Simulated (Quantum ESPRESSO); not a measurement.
# Magnetic state of MnF2 from several starts

Aim: find out which collinear order of MnF2 costs least.

Method: LDA; plane waves with GBRV 1.5 LDA potentials, no spin-orbit coupling, in Quantum ESPRESSO 7.5.

**1. The structure**

It takes space group P4_2/mnm (No. 136, tetragonal). The conventional cell has a = 4.874 Å, b = 4.874 Å, c = 3.311 Å, α = 90.00°, β = 90.00°, γ = 90.00°. Nearest to Mn lie 6 F at 2.10 to 2.13 Å. Nearest to F lie 3 Mn at 2.10 to 2.13 Å. Farther neighbours and most contacts between anions are not listed.

The cell comes from the Crystallography Open Database.

**2. Run 1, typed as ferro ++**

The signs are those of the starting moments on the seeded atoms, the atoms that are given a moment.

pw.in reads:

```
&CONTROL
  calculation = 'scf'
  prefix = 'pwscf'
  outdir = './tmp'
  pseudo_dir = './pseudo'
  disk_io = 'nowf'
/
&SYSTEM
  ibrav = 0
  nat = 6
  ntyp = 2
  ecutwfc = 40
  ecutrho = 280
  nbnd = 44
  occupations = 'smearing'
  smearing = 'fd'
  degauss = 0.00367493
  nspin = 2
  starting_magnetization(1) = 0.3
  starting_magnetization(2) = 0
/
&ELECTRONS
  conv_thr = 1.2d-08
  electron_maxstep = 150
  mixing_beta = 0.3
/
ATOMIC_SPECIES
Mn     54.9380 mn_lda_v1.5.uspp.F.UPF
F      18.9984 f_lda_v1.4.uspp.F.UPF
CELL_PARAMETERS angstrom
   4.8738000000    0.0000000000    0.0000000000
   0.0000000000    4.8738000000    0.0000000000
   0.0000000000    0.0000000000    3.3107000000
ATOMIC_POSITIONS crystal
Mn      0.0000000000    0.0000000000    0.0000000000
Mn      0.5000000000    0.5000000000    0.5000000000
F       0.3053000000    0.3053000000    0.0000000000
F       0.1947000000    0.8053000000    0.5000000000
F       0.6947000000    0.6947000000    0.0000000000
F       0.8053000000    0.1947000000    0.5000000000
K_POINTS automatic
6 6 6 0 0 0
```

Started as:

```bash
$ OMP_NUM_THREADS=1 mpirun -n 4 pw.x -nk 4 -in pw.in > pw.out
```

Log:

```text
Program PWSCF v.7.5 starts

     Message from routine setup:
     using ibrav=0 with symmetry is DISCOURAGED, use correct ibrav instead

     K-points division:     npool     =       4
     Subspace diagonalization in iterative solution of the eigenvalue problem:

     G-vector sticks info
     --------------------
     sticks:   dense  smooth     PW     G-vecs:    dense   smooth      PW
     Sum        1893    1085    333                42069    18157    3081

     Using Slab Decomposition

     bravais-lattice index     =            0
     lattice parameter (alat)  =       9.2101  a.u.
     unit-cell volume          =     530.7034 (a.u.)^3
     number of atoms/cell      =            6
     number of atomic types    =            2
     number of electrons       =        58.00
     number of Kohn-Sham states=           44
     kinetic-energy cutoff     =      40.0000  Ry
     charge density cutoff     =     280.0000  Ry
     scf convergence threshold =      1.2E-08
     mixing beta               =       0.3000
     number of iterations used =            8  plain     mixing
     Exchange-correlation=  SLA  PZ   NOGX NOGC
                           (   1   1   0   0   0   0   0)

     celldm(1)=   9.210147  celldm(2)=   0.000000  celldm(3)=   0.000000
     celldm(4)=   0.000000  celldm(5)=   0.000000  celldm(6)=   0.000000

     crystal axes: (cart. coord. in units of alat)
               a(1) = (   1.000000   0.000000   0.000000 )
               a(2) = (   0.000000   1.000000   0.000000 )
               a(3) = (   0.000000   0.000000   0.679285 )

     reciprocal axes: (cart. coord. in units 2 pi/alat)
               b(1) = (  1.000000  0.000000  0.000000 )
               b(2) = (  0.000000  1.000000  0.000000 )
               b(3) = (  0.000000  0.000000  1.472136 )

     PseudoPot. # 1 for Mn read from file:
     mn_lda_v1.5.uspp.F.UPF
     Pseudo is Ultrasoft + core correction, Zval = 15.0
     Generated by new atomic code, or converted to UPF format
     Using radial grid of  859 points,  6 beta functions with:
                l(1) =   0
                l(2) =   0
                l(3) =   1
                l(4) =   1
                l(5) =   2
                l(6) =   2
     Q(r) pseudized with  8 coefficients,  rinner =    0.950   0.950   0.950
                                                       0.950   0.950

     PseudoPot. # 2 for F  read from file:
     f_lda_v1.4.uspp.F.UPF
     Pseudo is Ultrasoft, Zval =  7.0
     Generated by new atomic code, or converted to UPF format
     Using radial grid of  799 points,  4 beta functions with:
                l(1) =   0
                l(2) =   0
                l(3) =   1
                l(4) =   1
     Q(r) pseudized with  8 coefficients,  rinner =    0.950   0.950   0.950

     atomic species   valence    mass     pseudopotential
     Mn               15.00    54.93800     Mn( 1.00)
     F                 7.00    18.99840     F ( 1.00)

     Starting magnetic structure
     atomic species   magnetization
     Mn              0.300
     F               0.000

     16 Sym. Ops., with inversion, found ( 8 have fractional translation)

   Cartesian axes

     site n.     atom                  positions (alat units)
         1        Mn     tau(   1) = (   0.0000000   0.0000000   0.0000000  )
         2        Mn     tau(   2) = (   0.5000000   0.5000000   0.3396426  )
         3        F      tau(   3) = (   0.3053000   0.3053000   0.0000000  )
         4        F      tau(   4) = (   0.1947000   0.8053000   0.3396426  )
         5        F      tau(   5) = (   0.6947000   0.6947000   0.0000000  )
         6        F      tau(   6) = (   0.8053000   0.1947000   0.3396426  )

     number of k points=    40  Fermi-Dirac smearing, width (Ry)=  0.0037
                       cart. coord. in units 2pi/alat
        k(    1) = (   0.0000000   0.0000000   0.0000000), wk =   0.0046296
        k(    2) = (   0.0000000   0.0000000   0.2453560), wk =   0.0092593
        k(    3) = (   0.0000000   0.0000000   0.4907119), wk =   0.0092593
        k(    4) = (   0.0000000   0.0000000  -0.7360679), wk =   0.0046296
        k(    5) = (   0.0000000   0.1666667   0.0000000), wk =   0.0185185
        [... 35 further k-points ...]

     Dense  grid:    42069 G-vectors     FFT dimensions: (  50,  50,  36)

     Smooth grid:    18157 G-vectors     FFT dimensions: (  40,  40,  30)

     Check: negative core charge=   -0.000039
     Generating pointlists ...
     new r_m :   0.1781 (alat units)  1.6403 (a.u.) for type    1
     new r_m :   0.1781 (alat units)  1.6403 (a.u.) for type    2

     Initial potential from superposition of free atoms

     starting charge      56.9999, renormalised to      58.0000
     Starting wfcs are   42 randomized atomic wfcs +    2 random wfcs

     Self-consistent Calculation

     iteration #  1     ecut=    40.00 Ry     beta= 0.30
     Davidson diagonalization with overlap
     ethr =  1.00E-02,  avg # of iterations =  5.1

     Threshold (ethr) on eigenvalues was too large:
     Diagonalizing with lowered threshold

     Davidson diagonalization with overlap
     ethr =  7.34E-04,  avg # of iterations =  1.1

     total energy              =    -616.80544337 Ry
     estimated scf accuracy    <       0.43373813 Ry

     total magnetization       =     9.99 Bohr mag/cell
     absolute magnetization    =     9.99 Bohr mag/cell

     iteration #  2     ecut=    40.00 Ry     beta= 0.30
     Davidson diagonalization with overlap
     ethr =  7.48E-04,  avg # of iterations =  1.6

     total energy              =    -616.88144109 Ry
     estimated scf accuracy    <       0.04492508 Ry

     total magnetization       =    10.00 Bohr mag/cell
     absolute magnetization    =    10.00 Bohr mag/cell

     iteration #  3     ecut=    40.00 Ry     beta= 0.30
     Davidson diagonalization with overlap
     ethr =  7.75E-05,  avg # of iterations =  2.2

     negative rho (up, down):  0.000E+00 8.037E-04

     total energy              =    -616.88755952 Ry
     estimated scf accuracy    <       0.02090775 Ry

     total magnetization       =    10.00 Bohr mag/cell
     absolute magnetization    =    10.00 Bohr mag/cell

     [... further iterations left out ...]

     iteration #  6     ecut=    40.00 Ry     beta= 0.30
     Davidson diagonalization with overlap
     ethr =  1.50E-07,  avg # of iterations =  1.5

     negative rho (up, down):  0.000E+00 1.234E-03

     total energy              =    -616.88882684 Ry
     estimated scf accuracy    <       0.00000272 Ry

     total magnetization       =    10.00 Bohr mag/cell
     absolute magnetization    =    10.00 Bohr mag/cell

     iteration #  7     ecut=    40.00 Ry     beta= 0.30
     Davidson diagonalization with overlap
     ethr =  4.68E-09,  avg # of iterations =  1.9

     negative rho (up, down):  0.000E+00 1.227E-03

     total energy              =    -616.88882770 Ry
     estimated scf accuracy    <       0.00000092 Ry

     total magnetization       =    10.00 Bohr mag/cell
     absolute magnetization    =    10.00 Bohr mag/cell

     iteration #  8     ecut=    40.00 Ry     beta= 0.30
     Davidson diagonalization with overlap
     ethr =  1.59E-09,  avg # of iterations =  1.8

     negative rho (up, down):  0.000E+00 1.227E-03

     total energy              =    -616.88882794 Ry
     estimated scf accuracy    <       0.00000007 Ry

     total magnetization       =    10.00 Bohr mag/cell
     absolute magnetization    =    10.00 Bohr mag/cell

     iteration #  9     ecut=    40.00 Ry     beta= 0.30
     Davidson diagonalization with overlap
     ethr =  1.24E-10,  avg # of iterations =  2.0

     negative rho (up, down):  0.000E+00 1.226E-03

     Magnetic moment per site  (integrated on atomic sphere of radius R)
     atom   1 (R=0.178)  charge= 12.3420  magn=  4.1632
     atom   2 (R=0.178)  charge= 12.3420  magn=  4.1632
     atom   3 (R=0.178)  charge=  6.6748  magn=  0.1127
     atom   4 (R=0.178)  charge=  6.6748  magn=  0.1127
     atom   5 (R=0.178)  charge=  6.6748  magn=  0.1127
     atom   6 (R=0.178)  charge=  6.6748  magn=  0.1127

     End of self-consistent calculation

     [... lines left out ...]
     the Fermi energy is     7.3975 ev

!    total energy              =    -616.88882796 Ry
     estimated scf accuracy    <          7.6E-09 Ry
     smearing contrib. (-TS)   =      -0.00000023 Ry
     internal energy E=F+TS    =    -616.88882774 Ry

     The total energy is F=E-TS. E is the sum of the following terms:
     one-electron contribution =    -375.16838319 Ry
     hartree contribution      =     211.91280591 Ry
     xc contribution           =     -89.44691151 Ry
     ewald contribution        =    -364.18633894 Ry

     total magnetization       =    10.00 Bohr mag/cell
     absolute magnetization    =    10.00 Bohr mag/cell

     convergence has been achieved in   9 iterations

=------------------------------------------------------------------------------=
   JOB DONE.
=------------------------------------------------------------------------------=
```

It took 28 s on 4 MPI ranks of Arm Neoverse V2, shared host; peak memory 0.53 GiB; 1.9 min of CPU time.

Spin moment in the atom's sphere by atom:

```csv
atom,spin moment in the atom's sphere (μB)
Mn1,4.16
Mn2,4.16
F3,0.11
F4,0.11
F5,0.11
F6,0.11
```

This step gave:

- smearing term TS: 3.10e-6 eV
- magnetization: 10 μB
- absolute magnetization: 10 μB
- final state: ferromagnetic

[end of part 1 of 2]

[Logs and program files are shortened in this print: banners, set-up blocks, solver, clock and traceback lines can be left out without a mark of their own.]

[Logs are printed without paths, hosts, clocks, repeated set-up lines and the standing remarks that a program may print on its own settings, such as how far it seeks lower states.]

[Hosts, paths, dates, database ids (printed as entryN), source tags and the programs' standing remarks are cut or masked in the printed files.]

[Where a cell is said to come from a database of computed structures, the database is the Materials Project.]
